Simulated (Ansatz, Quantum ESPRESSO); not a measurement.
# KCdF3 (Pm-3m): zone-centre phonons

Aim: the zone-centre modes of KCdF3 (Pm-3m).

Program: Quantum ESPRESSO 7.5. Level of theory: DFT LDA, scalar-relativistic, plane waves, JTH PAW pseudopotentials. Results are calculated unless marked as measured.

## 1. Starting point

Symmetry: Pm-3m, No. 221, cubic system. The conventional cell has a = 4.382 Å, b = 4.382 Å, c = 4.382 Å, α = 90.00°, β = 90.00°, γ = 90.00°. Nearest to K lie 12 F at 3.10 Å. Nearest to Cd lie 6 F at 2.19 Å. Nearest to F lie 2 Cd at 2.19 Å and 4 K at 3.10 Å. Farther neighbours and most contacts between anions are not listed.

Structure file:

```cif
data_structure
_symmetry_space_group_name_H-M 'Pm-3m'
_symmetry_Int_Tables_number 221
_cell_length_a 4.3821
_cell_length_b 4.3821
_cell_length_c 4.3821
_cell_angle_alpha 90.000
_cell_angle_beta 90.000
_cell_angle_gamma 90.000
_cell_volume 84.15
loop_
_atom_site_label
_atom_site_type_symbol
_atom_site_symmetry_multiplicity
_atom_site_Wyckoff_symbol
_atom_site_fract_x
_atom_site_fract_y
_atom_site_fract_z
_atom_site_occupancy
K1 K 1 a 0.00000 0.00000 0.00000 1
Cd1 Cd 1 b 0.50000 0.50000 0.50000 1
F1 F 3 c 0.00000 0.50000 0.50000 1
```

## 2. A probe with smearing

A cheap run with smearing and empty bands tells whether the crystal has a gap, which decides between fixed occupations and smearing later on.

probe.in

```
&CONTROL
  calculation = 'scf'
  prefix      = 'x'
  outdir      = './tmp'
  pseudo_dir  = './pseudo'
  tprnfor     = .true.
  tstress     = .true.
  verbosity   = 'high'
/
&SYSTEM
  ibrav       = 0
  nat         = 5
  ntyp        = 3
  ecutwfc     = 50.0
  ecutrho     = 250.0
  occupations = 'smearing'
  smearing    = 'gaussian'
  degauss     = 0.01
/
&ELECTRONS
  conv_thr         = 1.0d-07
  mixing_beta      = 0.7
  electron_maxstep = 100
/
ATOMIC_SPECIES
 K      39.0983  K.upf
 Cd    112.4140  Cd.upf
 F      18.9984  F.upf
CELL_PARAMETERS angstrom
     4.382089020    0.000000000    0.000000000
     0.000000000    4.382089020    0.000000000
     0.000000000    0.000000000    4.382089020
ATOMIC_POSITIONS crystal
 K      0.000000000   0.000000000   0.000000000
 Cd     0.500000000   0.500000000   0.500000000
 F      0.000000000   0.500000000   0.500000000
 F      0.500000000   0.000000000   0.500000000
 F      0.500000000   0.500000000   0.000000000
K_POINTS automatic
 4 4 4 0 0 0
```

Command:

```bash
> OMP_NUM_THREADS=1 mpirun -n 4 pw.x -nk 4 -in probe.in > probe.out
```

The log of the run:

```text
[banners, grids, parts of the stress and lines that vanish by symmetry left out]
Program PWSCF v.7.5
     file K.upf: wavefunction(s)  3S 4S 3P 4P 0D renormalized
     file Cd.upf: wavefunction(s)  0S 5P 0P 4D 0D renormalized
[...]
kinetic-energy cutoff     =      50.0000  Ry
     charge density cutoff     =     250.0000  Ry
     scf convergence threshold =      1.0E-07
[...]
Exchange-correlation= SLA PW NOGX NOGC
                           (   1   4   0   0   0   0   0)
[...]
48 Sym. Ops., with inversion, found
[...]
(     0          1          0      )
                  (     0          0          1      )
[...]
(  0.0000000  1.0000000  0.0000000 )
                  (  0.0000000  0.0000000  1.0000000 )
[...]
(     0         -1          0      )
[...]
( -1.0000000  0.0000000  0.0000000 )
                  (  0.0000000  1.0000000  0.0000000 )
[...]
number of k points=    10  Gaussian smearing, width (Ry)=  0.0100
[...]
End of self-consistent calculation
[...]
the Fermi energy is     4.4623 ev
!    total energy              =    -656.79886343 Ry
[...]
convergence has been achieved in   9 iterations
[...]
atom    1 type  1   force =     0.00000000    0.00000000    0.00000000
     atom    2 type  2   force =     0.00000000    0.00000000    0.00000000
     atom    3 type  3   force =     0.00000000    0.00000000    0.00000000
     atom    4 type  3   force =     0.00000000    0.00000000    0.00000000
     atom    5 type  3   force =     0.00000000    0.00000000    0.00000000
[...]
Total force =     0.000000     Total SCF correction =     0.000000
[...]
total   stress  (Ry/bohr**3)                   (kbar)     P=      -39.76
[...]
XML data file, charge density, pseudopotentials, collected wavefunctions

   JOB DONE.
```

The job ended after 8.8 s (4 MPI ranks of AMD EPYC 7R43, shared host).

Read from the output:

```
volume per atom   : 16.83 Å³
pressure          : -3.976 GPa
gap on the k-mesh : 2.763 eV
```

A gap of 2.8 eV opens on this mesh, so the crystal is taken as an insulator; the start stands at -4.0 GPa.

## 3. Relaxing the cell and atoms

Frequencies change by per cents with a per cent of volume, so the structure is first brought to rest at this level of theory.

relax.in

```
&CONTROL
  calculation   = 'vc-relax'
  prefix        = 'x'
  outdir        = './tmp'
  pseudo_dir    = './pseudo'
  tprnfor       = .true.
  tstress       = .true.
  forc_conv_thr = 2.0d-05
  etot_conv_thr = 1.0d-07
  nstep         = 40
/
&SYSTEM
  ibrav       = 0
  nat         = 5
  ntyp        = 3
  ecutwfc     = 50.0
  ecutrho     = 250.0
  occupations = 'fixed'
  nbnd        = 23
/
&ELECTRONS
  conv_thr         = 1.0d-11
  mixing_beta      = 0.7
  electron_maxstep = 100
/
&IONS
/
&CELL
  press_conv_thr = 0.1
/
ATOMIC_SPECIES
 K      39.0983  K.upf
 Cd    112.4140  Cd.upf
 F      18.9984  F.upf
CELL_PARAMETERS angstrom
     4.382089020    0.000000000    0.000000000
     0.000000000    4.382089020    0.000000000
     0.000000000    0.000000000    4.382089020
ATOMIC_POSITIONS crystal
 K      0.000000000   0.000000000   0.000000000
 Cd     0.500000000   0.500000000   0.500000000
 F      0.000000000   0.500000000   0.500000000
 F      0.500000000   0.000000000   0.500000000
 F      0.500000000   0.500000000   0.000000000
K_POINTS automatic
 4 4 4 0 0 0
```

Command:

```bash
> OMP_NUM_THREADS=1 mpirun -n 4 pw.x -nk 4 -in relax.in > relax.out
```

The log of the run:

```text
[banners, grids, parts of the stress and lines that vanish by symmetry left out]
[banner, memory and clock lines left out]
Program PWSCF v.7.5

[...]
kinetic-energy cutoff     =      50.0000  Ry
     charge density cutoff     =     250.0000  Ry
     scf convergence threshold =      1.0E-11
[...]
energy convergence thresh.=      1.0E-07
     force convergence thresh. =      2.0E-05
     press convergence thresh. =      1.0E-01
     Exchange-correlation= SLA PW NOGX NOGC
                           (   1   4   0   0   0   0   0)
[...]
48 Sym. Ops., with inversion, found
[...]
number of k points=    10
[...]
End of self-consistent calculation
[...]
highest occupied, lowest unoccupied level (ev):     3.1167    5.8794
!    total energy              =    -656.79886345 Ry
[...]
convergence has been achieved in  12 iterations
[...]
atom    1 type  1   force =     0.00000000    0.00000000    0.00000000
     atom    2 type  2   force =     0.00000000    0.00000000    0.00000000
     atom    3 type  3   force =     0.00000000    0.00000000    0.00000000
     atom    4 type  3   force =     0.00000000    0.00000000    0.00000000
     atom    5 type  3   force =     0.00000000    0.00000000    0.00000000
     Total force =     0.000000     Total SCF correction =     0.000000
[...]
total   stress  (Ry/bohr**3)                   (kbar)     P=      -39.99
[...]
number of bfgs steps    =   0
[...]
CELL_PARAMETERS (angstrom)
[...]
ATOMIC_POSITIONS (crystal)
K                0.0000000000        0.0000000000        0.0000000000
Cd               0.5000000000        0.5000000000        0.5000000000
F                0.0000000000        0.5000000000        0.5000000000
F                0.5000000000        0.0000000000        0.5000000000
[...]
New effective cutoffs (rho, wfc):  253.29   50.66
[...]
End of self-consistent calculation
[...]
highest occupied, lowest unoccupied level (ev):     3.4174    6.1846
!    total energy              =    -656.80154371 Ry
[...]
convergence has been achieved in  15 iterations
[...]
atom    1 type  1   force =     0.00000000    0.00000000    0.00000000
     atom    2 type  2   force =     0.00000000    0.00000000    0.00000000
     atom    3 type  3   force =     0.00000000    0.00000000    0.00000000
     atom    4 type  3   force =     0.00000000    0.00000000    0.00000000
     atom    5 type  3   force =     0.00000000    0.00000000    0.00000000
     Total force =     0.000000     Total SCF correction =     0.000000
[...]
total   stress  (Ry/bohr**3)                   (kbar)     P=      -28.33
[...]
number of bfgs steps    =   1
[...]
CELL_PARAMETERS (angstrom)
[...]
ATOMIC_POSITIONS (crystal)
[...]
New effective cutoffs (rho, wfc):  258.57   51.72
[...]
End of self-consistent calculation
[...]
highest occupied, lowest unoccupied level (ev):     3.8901    6.6597
!    total energy              =    -656.80367528 Ry
[...]
convergence has been achieved in  21 iterations
[...]
atom    1 type  1   force =     0.00000000    0.00000000    0.00000000
     atom    2 type  2   force =     0.00000000    0.00000000    0.00000000
     atom    3 type  3   force =     0.00000000    0.00000000    0.00000000
     atom    4 type  3   force =     0.00000000    0.00000000    0.00000000
[...]
Total force =     0.000000     Total SCF correction =     0.000000
[...]
total   stress  (Ry/bohr**3)                   (kbar)     P=       -8.00
[...]
number of bfgs steps    =   2
[...]
CELL_PARAMETERS (angstrom)
[...]
ATOMIC_POSITIONS (crystal)
[...]
New effective cutoffs (rho, wfc):  260.63   52.13
[...]
End of self-consistent calculation
[...]
highest occupied, lowest unoccupied level (ev):     4.0779    6.8470
!    total energy              =    -656.80383487 Ry
[...]
convergence has been achieved in  18 iterations
[...]
Total force =     0.000000     Total SCF correction =     0.000000
[...]
total   stress  (Ry/bohr**3)                   (kbar)     P=        0.76
[...]
number of bfgs steps    =   3
[...]
CELL_PARAMETERS (angstrom)
[...]
ATOMIC_POSITIONS (crystal)
[...]
New effective cutoffs (rho, wfc):  260.45   52.10
[...]
End of self-consistent calculation
[...]
highest occupied, lowest unoccupied level (ev):     4.0616    6.8308
!    total energy              =    -656.80383624 Ry
[...]
convergence has been achieved in  13 iterations
[...]
Total force =     0.000000     Total SCF correction =     0.000000
[...]
total   stress  (Ry/bohr**3)                   (kbar)     P=       -0.02
[...]
number of bfgs steps    =   4
[...]
small trust_radius: resetting bfgs history
[...]
CELL_PARAMETERS (angstrom)
[...]
ATOMIC_POSITIONS (crystal)
[...]
New effective cutoffs (rho, wfc):  260.45   52.10
[...]
End of self-consistent calculation
[...]
highest occupied, lowest unoccupied level (ev):     4.0618    6.8310
!    total energy              =    -656.80383624 Ry
[...]
convergence has been achieved in   7 iterations
[...]
atom    3 type  3   force =     0.00000000    0.00000000    0.00000000
     atom    4 type  3   force =     0.00000000    0.00000000    0.00000000
     atom    5 type  3   force =     0.00000000    0.00000000    0.00000000
     Total force =     0.000000     Total SCF correction =     0.000000
[...]
total   stress  (Ry/bohr**3)                   (kbar)     P=       -0.01
[...]
bfgs converged in   6 scf cycles and   5 bfgs steps
[...]
End of BFGS Geometry Optimization
     Final enthalpy           =    -656.8038362402 Ry
     File ./tmp/x.bfgs deleted, as requested
[...]
CELL_PARAMETERS (angstrom)
[...]
ATOMIC_POSITIONS (crystal)
[...]
F                0.5000000000        0.0000000000        0.5000000000
F                0.5000000000        0.5000000000        0.0000000000
[...]
Final scf calculation at the relaxed structure.
[...]
kinetic-energy cutoff     =      50.0000  Ry
     charge density cutoff     =     250.0000  Ry
     scf convergence threshold =      1.0E-13
[...]
press convergence thresh. =      1.0E-01
     Exchange-correlation= SLA PW NOGX NOGC
                           (   1   4   0   0   0   0   0)
[...]
48 Sym. Ops., with inversion, found
[...]
number of k points=    10
[...]
c_bands:  1 eigenvalues not converged
[...]
End of self-consistent calculation
[...]
highest occupied, lowest unoccupied level (ev):     4.0618    6.8310
!    total energy              =    -656.80244048 Ry
[...]
convergence has been achieved in  15 iterations
[...]
atom    1 type  1   force =     0.00000000    0.00000000    0.00000000
     atom    2 type  2   force =     0.00000000    0.00000000    0.00000000
     atom    3 type  3   force =     0.00000000    0.00000000    0.00000000
     atom    4 type  3   force =     0.00000000    0.00000000    0.00000000
     atom    5 type  3   force =     0.00000000    0.00000000    0.00000000
     Total force =     0.000000     Total SCF correction =     0.000000
[...]
total   stress  (Ry/bohr**3)                   (kbar)     P=        1.36
[...]
XML data file, charge density, pseudopotentials, collected wavefunctions
```

Wall time 64 s (4 MPI ranks); 4.2 min of CPU time.

Step by step:

```
step  energy less that of the first step (eV)  largest force (eV/Å)  pressure (GPa)  volume (Å³)
   1                                   0.0000                0.0000           -4.00        84.15
   2                                  -0.0365                0.0000           -2.83        82.44
   3                                  -0.0655                0.0000           -0.80        79.93
   4                                  -0.0676                0.0000            0.08        78.98
   5                                  -0.0677                0.0000            0.00        79.07
   6                                  -0.0677                0.0000            0.00        79.06
   7                                  -0.0487                0.0000            0.14        79.06
```

```
conventional cell, symmetrised  before  after  change
                         a (Å)   4.382  4.292  -2.1 %
                         b (Å)   4.382  4.292  -2.1 %
                         c (Å)   4.382  4.292  -2.1 %
              volume (Å³/atom)   16.83  15.81  -6.0 %
```

The relaxed structure:

```xyz
5
Lattice="4.2920 0.0000 0.0000 0.0000 4.2920 0.0000 0.0000 0.0000 4.2920" Properties=species:S:1:pos:R:3 pbc="T T T"
K     0.0000    0.0000    0.0000
Cd    2.1460    2.1460    2.1460
F     0.0000    2.1460    2.1460
F     2.1460    0.0000    2.1460
F     2.1460    2.1460    0.0000
```

The last row of the table of steps is pw.x's closing run on a basis chosen anew for the final cell, so its energy can jump.

Read from the output:

```yaml
volume_per_atom: 15.81 Å³
pressure: 0.136 GPa
gap_on_the_k_mesh: 2.769 eV
```

The volume changes by -6.0 % from the cell with which this run began.

## 4. Ground state

Perturbation theory inherits every error of the wavefunctions, so the threshold is set near the limit of the arithmetic. With a gap, occupations are fixed, which also allows the response to an electric field.

scf.in

```
&CONTROL
  calculation = 'scf'
  prefix      = 'x'
  outdir      = './tmp'
  pseudo_dir  = './pseudo'
  tprnfor     = .true.
  tstress     = .true.
/
&SYSTEM
  ibrav       = 0
  nat         = 5
  ntyp        = 3
  ecutwfc     = 50.0
  ecutrho     = 250.0
  occupations = 'fixed'
  nbnd        = 23
/
&ELECTRONS
  conv_thr         = 1.0d-12
  mixing_beta      = 0.7
  electron_maxstep = 100
/
ATOMIC_SPECIES
 K      39.0983  K.upf
 Cd    112.4140  Cd.upf
 F      18.9984  F.upf
CELL_PARAMETERS angstrom
     4.292014551    0.000000000    0.000000000
     0.000000000    4.292014551    0.000000000
     0.000000000    0.000000000    4.292014551
ATOMIC_POSITIONS crystal
 K      0.000000000   0.000000000   0.000000000
 Cd     0.500000000   0.500000000   0.500000000
 F      0.000000000   0.500000000   0.500000000
 F      0.500000000   0.000000000   0.500000000
 F      0.500000000   0.500000000   0.000000000
K_POINTS automatic
 4 4 4 0 0 0
```

Command:

```bash
> OMP_NUM_THREADS=1 mpirun -n 4 pw.x -nk 4 -in scf.in > scf.out
```

The log of the run:

```text
[banners, grids, parts of the stress and lines that vanish by symmetry left out]
[banner, memory and clock lines left out]
Program PWSCF v.7.5

[...]
kinetic-energy cutoff     =      50.0000  Ry
     charge density cutoff     =     250.0000  Ry
     scf convergence threshold =      1.0E-12
[...]
Exchange-correlation= SLA PW NOGX NOGC
                           (   1   4   0   0   0   0   0)
[...]
48 Sym. Ops., with inversion, found
[...]
number of k points=    10
[...]
End of self-consistent calculation
[...]
highest occupied, lowest unoccupied level (ev):     4.0618    6.8310
!    total energy              =    -656.80244048 Ry
[...]
convergence has been achieved in  14 iterations
[...]
atom    1 type  1   force =     0.00000000    0.00000000    0.00000000
     atom    2 type  2   force =     0.00000000    0.00000000    0.00000000
     atom    3 type  3   force =     0.00000000    0.00000000    0.00000000
     atom    4 type  3   force =     0.00000000    0.00000000    0.00000000
     atom    5 type  3   force =     0.00000000    0.00000000    0.00000000
     Total force =     0.000000     Total SCF correction =     0.000000
[...]
total   stress  (Ry/bohr**3)                   (kbar)     P=        1.36
[...]
XML data file, charge density, pseudopotentials, collected wavefunctions
```

The job ended after 13 s (4 MPI ranks).

The cell stands at 0.14 GPa, close enough for phonons.

[end of part 1 of 3]

[Host names and launcher messages were left out of these logs when they were recorded.]

[Logs are printed without paths, hosts, clocks, repeated set-up lines and the standing remarks that a program may print on its own settings, such as how far it seeks lower states.]

[Hosts, paths, dates, database ids (printed as entryN), source tags and the programs' standing remarks are cut or masked in the printed files.]
